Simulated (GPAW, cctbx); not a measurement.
# By hand: from a DFT structure factor to an extinction distance in AlTl2

AlTl2, I4/mmm (no. 139), a = 3.7414 Å, b = 3.7414 Å, c = 11.4553 Å, α = 90.00°, β = 90.00°, γ = 90.00°.

| atom | mult. | x | y | z |
| --- | --- | --- | --- | --- |
| Tl1 | 4 | 1/2 | 1/2 | 0.1539 |
| Al1 | 2 | 0 | 0 | 0 |

The cell comes from substitution in a known structure type and wasn't matched to any measured phase.

A DFT run (GPAW, PBE, 450 eV, 7×7×7 k-points, Fermi–Dirac width 0.1 eV) gives the static X-ray structure factor of 002 as 87.223 e for the conventional cell; superposed free atoms give 87.289 e. **Problem.** Find the Fourier component V of the crystal potential and the two-beam extinction distance at 120 kV in both cases, then the holographic phase shift per nanometre.

## Step 1: Geometry

The cell volume is Ω = 160.35 Å³ and d(002) = 5.7276 Å, so g = 1/d = 0.1746 Å⁻¹.

## Step 2: The nuclei

Electrons feel nuclei as well as electrons, so the nuclear charges are summed with the same phases.

Phase sums Σ exp(2πi h·x), turned so that the total is real and positive: Tl +1.423, Al -2.000. Then F_Z = 81 × (+1.423) + 13 × (-2.000) = 89.24 e. The electron term has the same sign for this reflection.

## Step 3: Mott–Bethe

Poisson's equation, term by term, gives V = (e/4πε₀)(F_Z − F)/(πΩg²), with e/4πε₀ = 14.3996 V Å.

The prefactor is 14.3996 × 5.7276²/(π × 160.35) = 0.93770 V per electron. Free atoms: (89.24 − 87.289) × 0.93770 = 1.831 V. Crystal: (89.24 − 87.223) × 0.93770 = 1.893 V. F changes by -0.08 % and V by +3.4 %: the same 0.07 e is measured against F_Z − F = 2.0 e in place of F = 87.3 e.

## Step 4: Extinction distance

In the two-beam case ξ = 1/(λU) with U = 2γm₀eV/h², that is ξ = 150.41 V Å²/(γλV).

At 120 kV, λ = 0.03349 Å and γ = 1.2348. Free atoms: ξ = 1986 Å. Crystal: ξ = 1921 Å. The thickness fringes go as sin²(πt/ξ), so the two patterns slip by a quarter of a period when t|1/ξ₁ − 1/ξ₀| = 1/4, at t ≈ 1469 nm, thicker than usual samples. Thermal motion, absorption and many-beam coupling, left out here, change a real pattern.

## Step 5: Phase shift

A slab run (normal [001], unrelaxed) gives a mean inner potential of 16.60 V; free atoms give 18.50 V. The phase shift is φ = C_E V₀ t, with C_E = (2π/λE)(E + m₀c²)/(E + 2m₀c²).

C_E = 8.638 × 10⁻³ rad/(V nm). The shift is 0.1434 rad/nm in the crystal and 0.1598 rad/nm for free atoms. A sample 50 nm thick gives φ = 7.17 rad; read with the free-atom value it would seem 44.9 nm thick.

## Step 6: Answer

V(002) is 1.89 V against 1.83 V, and ξ is 1921 against 1986 Å. The phase shift is 0.143 rad/nm, and free atoms would misjudge a thickness by -10 %. Limits: static atoms, two beams.
